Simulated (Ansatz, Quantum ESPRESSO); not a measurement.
# F-SiC-F chair, 1 layer: biaxial strain by an ASE script, part 2 of 2

Aim: band edges, gap and stiffness of F-SiC-F chair, 1 layer under biaxial strain.

Quantum ESPRESSO 7.5; plane-wave DFT, PBE, GBRV ultrasoft pseudopotentials; geometry by Ansatz 0.2.0 with PAW datasets.

So far: The structure; Relaxation with Ansatz.

## Step 3: Running the series

Under ESM bc1 levels count from the vacuum, or from the mean of the two vacuum levels where the sheet has a dipole, so band edges at unlike strains can be compared.

Level of this step: plane-wave DFT, PBE, GBRV ultrasoft pseudopotentials (Quantum ESPRESSO 7.5).

File run.py:

```python
import json
import numpy as np
from ase import Atoms
from ase.calculators.espresso import Espresso, EspressoProfile

profile = EspressoProfile(command='mpirun -n 2 pw.x -nk 2', pseudo_dir='../pseudo')
pseudopotentials = {'C': 'c_pbe_v1.2.uspp.F.UPF', 'F': 'f_pbe_v1.4.uspp.F.UPF', 'Si': 'si_pbe_v1.uspp.F.UPF'}
system = {'ecutwfc': 40, 'ecutrho': 200, 'occupations': 'smearing', 'smearing': 'fd', 'degauss': 0.002}


def calculator(name, kpts, **extra):
    data = dict(control=dict(tprnfor=True, verbosity='high', disk_io='none'),
                system=system | extra,
                electrons=dict(conv_thr=1e-09, mixing_beta=0.4, mixing_mode='plain',
                               electron_maxstep=100))
    return Espresso(profile=profile, directory=name, pseudopotentials=pseudopotentials, kpts=kpts, input_data=data)


def centre(atoms):
    z = atoms.positions[:, 2]
    atoms.positions[:, 2] -= (z.max() + z.min()) / 2  # ESM wants the slab about z = 0
    return atoms

sheet = Atoms(
    ['F', 'C', 'Si', 'F'],
    scaled_positions=[
        [0.6666666667, 0.3333333333, 0.4008032200],
        [0.6666666667, 0.3333333333, 0.4777846530],
        [0.3333333333, 0.6666666667, 0.5083100161],
        [0.3333333333, 0.6666666667, 0.5943185688]],
    cell=[
        [3.167266832360, 0.000000000000, 0.000000000000],
        [-1.583633416180, 2.742933537388, 0.000000000000],
        [0.000000000000, 0.000000000000, 18.633333333300]],
    pbc=True)

rows = []
for strain in [-0.03, -0.015, 0.0, 0.015, 0.03]:
    atoms = sheet.copy()
    atoms.set_cell(sheet.cell.array * [[1 + strain], [1 + strain], [1]], scale_atoms=True)
    atoms = centre(atoms)
    atoms.calc = calculator(f's{strain:+.3f}', (12, 12, 1), assume_isolated='esm', esm_bc='bc1', nbnd=15)
    energy = atoms.get_potential_energy()
    levels = np.array([atoms.calc.get_eigenvalues(kpt=i) for i in range(len(atoms.calc.get_ibz_k_points()))])
    top, bottom = levels[:, 10].max(), levels[:, 11].min()
    direct = (levels[:, 11] - levels[:, 10]).min()
    rows.append([strain, energy, top, bottom, direct])
    print(f'strain {strain:+.3f}: E = {energy:.5f} eV, valence top {top:.3f}, conduction bottom {bottom:.3f}, '
          f'gap {bottom - top:.3f}, least direct gap {direct:.3f} eV')

x, energy, top, bottom, direct = np.array(rows).T
area = np.linalg.norm(np.cross(*sheet.cell[:2]))
stiffness = np.polyfit(x, energy, 2)[0] / area * 16.0218  # C11 + C12, heights clamped
print(f'valence and conduction edges move by {np.polyfit(x, top, 1)[0]:.2f} and {np.polyfit(x, bottom, 1)[0]:.2f} eV per unit biaxial strain')
print(f'C11 + C12 with clamped heights: {stiffness:.1f} N/m')
json.dump(dict(rows=rows, stiffness=stiffness), open('result.json', 'w'))
```

Started as:

```bash
OMP_NUM_THREADS=1 python run.py
```

The log of the run:

```text
strain -0.030: E = -1610.66881 eV, valence top -7.659, conduction bottom -5.787, gap 1.872, least direct gap 1.872 eV
strain -0.015: E = -1610.72937 eV, valence top -7.635, conduction bottom -5.721, gap 1.914, least direct gap 1.914 eV
strain +0.000: E = -1610.74919 eV, valence top -7.605, conduction bottom -5.661, gap 1.944, least direct gap 1.944 eV
strain +0.015: E = -1610.73342 eV, valence top -7.569, conduction bottom -5.609, gap 1.960, least direct gap 1.960 eV
strain +0.030: E = -1610.68653 eV, valence top -7.529, conduction bottom -5.567, gap 1.962, least direct gap 1.962 eV
valence and conduction edges move by 2.17 and 3.67 eV per unit biaxial strain
C11 + C12 with clamped heights: 146.7 N/m
```

Wall time 2.2 min (2 MPI ranks of Arm Neoverse V2, shared host); peak memory 0.36 GiB.

The input that ASE wrote for the first run, and its log:

```
&CONTROL
   verbosity        = 'high'
   tprnfor          = .true.
   disk_io          = 'none'
   pseudo_dir       = '../pseudo'
/
&SYSTEM
   nbnd             = 15
   ecutwfc          = 40
   ecutrho          = 200
   occupations      = 'smearing'
   degauss          = 0.002
   smearing         = 'fd'
   assume_isolated  = 'esm'
   esm_bc           = 'bc1'
   ntyp             = 3
   nat              = 4
   ibrav            = 0
/
&ELECTRONS
   electron_maxstep = 100
   conv_thr         = 1e-09
   mixing_mode      = 'plain'
   mixing_beta      = 0.4
/
&IONS
/
&CELL
/
&FCP
/
&RISM
/
ATOMIC_SPECIES
F 18.998403163 f_pbe_v1.4.uspp.F.UPF
C 12.011 c_pbe_v1.2.uspp.F.UPF
Si 28.085 si_pbe_v1.uspp.F.UPF

K_POINTS automatic
12 12 1  0 0 0

CELL_PARAMETERS angstrom
3.07224882738920 0.00000000000000 0.00000000000000
-1.53612441369460 2.66064553126636 0.00000000000000
0.00000000000000 0.00000000000000 18.63333333330000

ATOMIC_POSITIONS angstrom
F 1.5361244138 0.8868818437 -1.8029179997  
C 1.5361244138 0.8868818437 -0.3684972981  
Si -0.0000000002 1.7737636876 0.2002919677  
F -0.0000000002 1.7737636876 1.8029179997
```

```text
Program PWSCF v.7.5 starts
[citation notice left out]

     Parallel version (MPI & OpenMP), running on       2 processor cores
     Number of MPI processes:                 2
     Threads/MPI process:                     1

     MPI processes distributed on     1 nodes
[... 1 line left out ...]

Warning: card &CELL ignored
Warning: card &FCP ignored
Warning: card &RISM ignored

     Current dimensions of program PWSCF are:
     Max number of different atomic species (ntypx) = 10
     Max number of k-points (npk) =  40000
     Max angular momentum in pseudopotentials (lmaxx) =  4
     Message from routine setup:
     using ibrav=0 with symmetry is DISCOURAGED, use correct ibrav instead

     K-points division:     npool     =       2
     Subspace diagonalization in iterative solution of the eigenvalue problem:
     a serial algorithm will be used

     G-vector sticks info
     --------------------
     sticks:   dense  smooth     PW     G-vecs:    dense   smooth      PW
     Sum         463     367    121                49125    35151    6163

     Using Slab Decomposition

     bravais-lattice index     =            0
     lattice parameter (alat)  =       5.8057  a.u.
     unit-cell volume          =    1027.8519 (a.u.)^3
     number of atoms/cell      =            4
     number of atomic types    =            3
     number of electrons       =        22.00
     number of Kohn-Sham states=           15
     kinetic-energy cutoff     =      40.0000  Ry
     charge density cutoff     =     200.0000  Ry
     scf convergence threshold =      1.0E-09
     mixing beta               =       0.4000
     number of iterations used =            8  plain     mixing
     Exchange-correlation= SLA  PW   PBE  PBE
                           (   1   4   3   4   0   0   0)

     Effective Screening Medium Method
     =================================
     Boundary Conditions: Vacuum-Slab-Vacuum
     total charge in unit cell        =   0.0000
     grid points for fit at edges     =        4

[... 10 lines left out ...]
     PseudoPot. # 1 for F  read from file:
     ../pseudo/f_pbe_v1.4.uspp.F.UPF
     Pseudo is Ultrasoft, Zval =  7.0
     Generated by new atomic code, or converted to UPF format
     Using radial grid of  799 points,  4 beta functions with:
                l(1) =   0
                l(2) =   0
                l(3) =   1
                l(4) =   1
     Q(r) pseudized with  8 coefficients,  rinner =    0.950   0.950   0.950

     PseudoPot. # 2 for C  read from file:
     ../pseudo/c_pbe_v1.2.uspp.F.UPF
     Pseudo is Ultrasoft + core correction, Zval =  4.0
     Generated by new atomic code, or converted to UPF format
     Using radial grid of  721 points,  4 beta functions with:
                l(1) =   0
                l(2) =   0
                l(3) =   1
                l(4) =   1
     Q(r) pseudized with  8 coefficients,  rinner =    1.100   1.100   1.100

[... 615 lines left out ...]
     estimated scf accuracy    <          1.4E-11 Ry
     smearing contrib. (-TS)   =      -0.00000000 Ry
     internal energy E=F+TS    =    -118.38198420 Ry

     The total energy is F=E-TS. E is the sum of the following terms:
     one-electron contribution =     630.79417586 Ry
     hartree contribution      =    -312.53210054 Ry
     xc contribution           =     -26.75787293 Ry
     ewald contribution        =    -409.88618659 Ry

     convergence has been achieved in  20 iterations

     negative rho (up, down):  5.363E-04 0.000E+00

     Forces acting on atoms (cartesian axes, Ry/au):

     atom    1 type  1   force =     0.00000000    0.00000000   -0.01140075
     atom    2 type  2   force =     0.00000000    0.00000000   -0.00474750
     atom    3 type  3   force =     0.00000000   -0.00000000    0.01110179
     atom    4 type  1   force =     0.00000000    0.00000000    0.00502628
     The non-local contrib.  to forces
     atom    1 type  1   force =     0.00000000    0.00000000    2.21799485
     atom    2 type  2   force =     0.00000000    0.00000000   -0.53695807
     atom    3 type  3   force =     0.00000000   -0.00000000    0.08900956
     atom    4 type  1   force =     0.00000000    0.00000000   -2.15367047
     The ionic contribution  to forces
     atom    1 type  1   force =    -0.00000000    0.00000000  -47.64175240
     atom    2 type  2   force =    -0.00000000    0.00000000   -0.71231114
     atom    3 type  3   force =     0.00000000   -0.00000000    1.57951015
     atom    4 type  1   force =     0.00000000   -0.00000000   46.77455339
     The local contribution  to forces
     atom    1 type  1   force =    -0.00000001    0.00000001   45.41234796
     atom    2 type  2   force =    -0.00000000    0.00000000    1.23937296
     atom    3 type  3   force =     0.00000000   -0.00000000   -1.65591936
     atom    4 type  1   force =     0.00000003   -0.00000001  -44.61586518
     The core correction contribution to forces
     atom    1 type  1   force =     0.00000000    0.00000000    0.00000000
     atom    2 type  2   force =     0.00000000   -0.00000000    0.00515264
     atom    3 type  3   force =    -0.00000000    0.00000000   -0.00149918
     atom    4 type  1   force =     0.00000000    0.00000000    0.00000000
     The Hubbard contrib.    to forces
     atom    1 type  1   force =     0.00000000    0.00000000    0.00000000
     atom    2 type  2   force =     0.00000000    0.00000000    0.00000000
     atom    3 type  3   force =     0.00000000    0.00000000    0.00000000
     atom    4 type  1   force =     0.00000000    0.00000000    0.00000000
     The SCF correction term to forces
     atom    1 type  1   force =     0.00000000   -0.00000000    0.00000883
     atom    2 type  2   force =     0.00000000    0.00000000   -0.00000388
     atom    3 type  3   force =    -0.00000000   -0.00000000    0.00000062
     atom    4 type  1   force =    -0.00000000   -0.00000000    0.00000854

     Total force =     0.017350     Total SCF correction =     0.000013
     Message from routine punch:
     Nothing written, as per user request (disk_io='none')

[... 1 line left out ...]

[... 1 line left out ...]

[... 1 line left out ...]

[... 3 lines left out ...]

[... 1 line left out ...]

[... 2 lines left out ...]

[... 1 line left out ...]

[... 1 line left out ...]

=------------------------------------------------------------------------------=
   JOB DONE.
=------------------------------------------------------------------------------=
```

Read from the output:

| Property | Result |
| --- | --- |
| biaxial stiffness | 146.7 N/m |

The band edge from the vacuum level by biaxial strain:

```
biaxial strain (%)  valence top (eV)  conduction bottom (eV)
             -3.00             -7.66                   -5.79
             -1.50             -7.63                   -5.72
              0.00             -7.61                   -5.66
              1.50             -7.57                   -5.61
              3.00             -7.53                   -5.57
```

The gap by biaxial strain:

| biaxial strain (%) | on the mesh (eV) | least direct (eV) |
| --- | --- | --- |
| -3.00 | 1.87 | 1.87 |
| -1.50 | 1.91 | 1.91 |
| 0.00 | 1.94 | 1.94 |
| 1.50 | 1.96 | 1.96 |
| 3.00 | 1.96 | 1.96 |

Table of energy over the lowest by biaxial strain:

```
biaxial strain (%)  energy over the lowest (meV)
             -3.00                          80.4
             -1.50                          19.8
              0.00                             0
              1.50                          15.8
              3.00                          62.7
```

## Step 4: The script: PBE, PseudoDojo norm-conserving

Level of this step: plane-wave DFT, PBE, PseudoDojo norm-conserving pseudopotentials (Quantum ESPRESSO 7.5).

run.py, as its differences from the input of step 3:

```diff
@@ -6,4 +6,4 @@
 profile = EspressoProfile(command='mpirun -n 2 pw.x -nk 2', pseudo_dir='../pseudo')
-pseudopotentials = {'C': 'c_pbe_v1.2.uspp.F.UPF', 'F': 'f_pbe_v1.4.uspp.F.UPF', 'Si': 'si_pbe_v1.uspp.F.UPF'}
-system = {'ecutwfc': 40, 'ecutrho': 200, 'occupations': 'smearing', 'smearing': 'fd', 'degauss': 0.002}
+pseudopotentials = {'C': 'C.dojo-sr-pbe-0.4.1-standard.upf', 'F': 'F.dojo-sr-pbe-0.4.1-standard.upf', 'Si': 'Si.dojo-sr-pbe-0.4.1-standard.upf'}
+system = {'ecutwfc': 74, 'ecutrho': 296, 'occupations': 'smearing', 'smearing': 'fd', 'degauss': 0.002}
```

Started as:

```bash
OMP_NUM_THREADS=1 python run.py
```

The log of the run:

```text
strain -0.030: E = -1621.35847 eV, valence top -7.606, conduction bottom -5.740, gap 1.865, least direct gap 1.865 eV
strain -0.015: E = -1621.42008 eV, valence top -7.584, conduction bottom -5.676, gap 1.908, least direct gap 1.908 eV
strain +0.000: E = -1621.44107 eV, valence top -7.556, conduction bottom -5.617, gap 1.939, least direct gap 1.939 eV
strain +0.015: E = -1621.42624 eV, valence top -7.523, conduction bottom -5.567, gap 1.956, least direct gap 1.956 eV
strain +0.030: E = -1621.38027 eV, valence top -7.485, conduction bottom -5.527, gap 1.959, least direct gap 1.959 eV
valence and conduction edges move by 2.01 and 3.57 eV per unit biaxial strain
C11 + C12 with clamped heights: 146.9 N/m
```

Elapsed: 6 min, on 2 MPI ranks; peak memory 0.35 GiB.

This step gave:

| Item | Value |
| --- | --- |
| biaxial stiffness | 146.9 N/m |

The band edge from the vacuum level by biaxial strain:

| biaxial strain (%) | valence top (eV) | conduction bottom (eV) |
| --- | --- | --- |
| -3.00 | -7.61 | -5.74 |
| -1.50 | -7.58 | -5.68 |
| 0.00 | -7.56 | -5.62 |
| 1.50 | -7.52 | -5.57 |
| 3.00 | -7.49 | -5.53 |

Gap against biaxial strain:

```
biaxial strain (%)  on the mesh (eV)  least direct (eV)
             -3.00              1.87               1.87
             -1.50              1.91               1.91
              0.00              1.94               1.94
              1.50              1.96               1.96
              3.00              1.96               1.96
```

The energy over the lowest by biaxial strain:

| biaxial strain (%) | energy over the lowest (meV) |
| --- | --- |
| -3.00 | 82.6 |
| -1.50 | 21.0 |
| 0.00 | 0 |
| 1.50 | 14.8 |
| 3.00 | 60.8 |

## Step 5: Running the series, with ecutwfc = 10

Another try, with an input changed as a hurried user might.

Level of this step: plane-wave DFT, PBE, GBRV ultrasoft pseudopotentials (Quantum ESPRESSO 7.5).

run.py, as its differences from the input of step 3:

```diff
@@ -7,3 +7,3 @@
 pseudopotentials = {'C': 'c_pbe_v1.2.uspp.F.UPF', 'F': 'f_pbe_v1.4.uspp.F.UPF', 'Si': 'si_pbe_v1.uspp.F.UPF'}
-system = {'ecutwfc': 40, 'ecutrho': 200, 'occupations': 'smearing', 'smearing': 'fd', 'degauss': 0.002}
+system = {'ecutwfc': 10, 'ecutrho': 200, 'occupations': 'smearing', 'smearing': 'fd', 'degauss': 0.002}
 
@@ -14,3 +14,3 @@
                 electrons=dict(conv_thr=1e-09, mixing_beta=0.4, mixing_mode='plain',
-                               electron_maxstep=100))
+                               electron_maxstep=60))
     return Espresso(profile=profile, directory=name, pseudopotentials=pseudopotentials, kpts=kpts, input_data=data)
@@ -37,3 +37,3 @@
 rows = []
-for strain in [-0.03, -0.015, 0.0, 0.015, 0.03]:
+for strain in [-0.03, -0.015, 0.0]:
     atoms = sheet.copy()
```

Started as:

```bash
OMP_NUM_THREADS=1 python run.py
```

The log of the run:

```text
strain -0.030: E = -1490.22836 eV, valence top -7.442, conduction bottom -6.603, gap 0.839, least direct gap 0.839 eV
strain -0.015: E = -1490.21844 eV, valence top -7.291, conduction bottom -6.638, gap 0.653, least direct gap 0.653 eV
strain +0.000: E = -1490.34914 eV, valence top -6.991, conduction bottom -6.500, gap 0.491, least direct gap 0.491 eV
valence and conduction edges move by 15.05 and 3.45 eV per unit biaxial strain
C11 + C12 with clamped heights: -576.3 N/m
```

The job ended after 18 s (2 MPI ranks; peak memory 0.3 GiB).

The run finished, but its numbers are not taken as the system's. The fault: a cutoff far too low.

Beside the run it was changed from:

| quantity | this run | unchanged run | difference |
| --- | --- | --- | --- |
| biaxial stiffness (N/m) | -576.3 | 146.7 | -723 |
| wall time (s) | 18 | 133 |  |
| SCF iterations | 40 | 82 |  |

The changed run covers the first three points of the series alone, which enters its fits and its time.

The physical values in this table move by up to 4.9e+02 %.

## Step 6: The arithmetic

Under equal strain ε in the plane, E = A (C11 + C12) ε². From the points at ±1.5 %: d²E/dε² = (19.82 + 15.77 − 2 × 0.00) meV / 0.015² = 158 eV, and 158/(2 × 8.688 Å²) × 16.02 = 146 N/m.

## Step 7: Outcome

```
C11 + C12, heights clamped, PBE, GBRV ultrasoft                                         : 147 N/m
gap on the mesh at zero strain, PBE, GBRV ultrasoft                                     : 1.94 eV
valence top below the vacuum at zero strain, PBE, GBRV ultrasoft                        : 7.61 eV
shift of the valence top per unit biaxial strain, PBE, GBRV ultrasoft                   : 2.2 eV
shift of the conduction bottom per unit biaxial strain, PBE, GBRV ultrasoft             : 3.7 eV
C11 + C12, heights clamped, PBE, PseudoDojo norm-conserving                             : 147 N/m
gap on the mesh at zero strain, PBE, PseudoDojo norm-conserving                         : 1.94 eV
valence top below the vacuum at zero strain, PBE, PseudoDojo norm-conserving            : 7.56 eV
shift of the valence top per unit biaxial strain, PBE, PseudoDojo norm-conserving       : 2.0 eV
shift of the conduction bottom per unit biaxial strain, PBE, PseudoDojo norm-conserving : 3.6 eV
```

In words: The sheet's biaxial stiffness comes to 147 N/m and its gap at zero strain to 1.94 eV (PBE, GBRV ultrasoft). From −3 % to +3 % the gap on the mesh goes from 1.87 to 1.96 eV; it is direct at every strain. Heights are clamped under strain, which makes a sheet with several atomic planes too stiff. Semilocal gaps are too small.

[Logs are printed without paths, hosts, clocks, repeated set-up lines and the standing remarks that a program may print on its own settings, such as how far it seeks lower states.]

[Hosts, paths, dates, database ids (printed as entryN), source tags and the programs' standing remarks are cut or masked in the printed files.]

[Maps of the electrostatic potential energy from Ansatz leave out the sawtooth potential of an applied field or a dipole correction, so their vacuum need not be flat; planar profiles and work functions include it.]
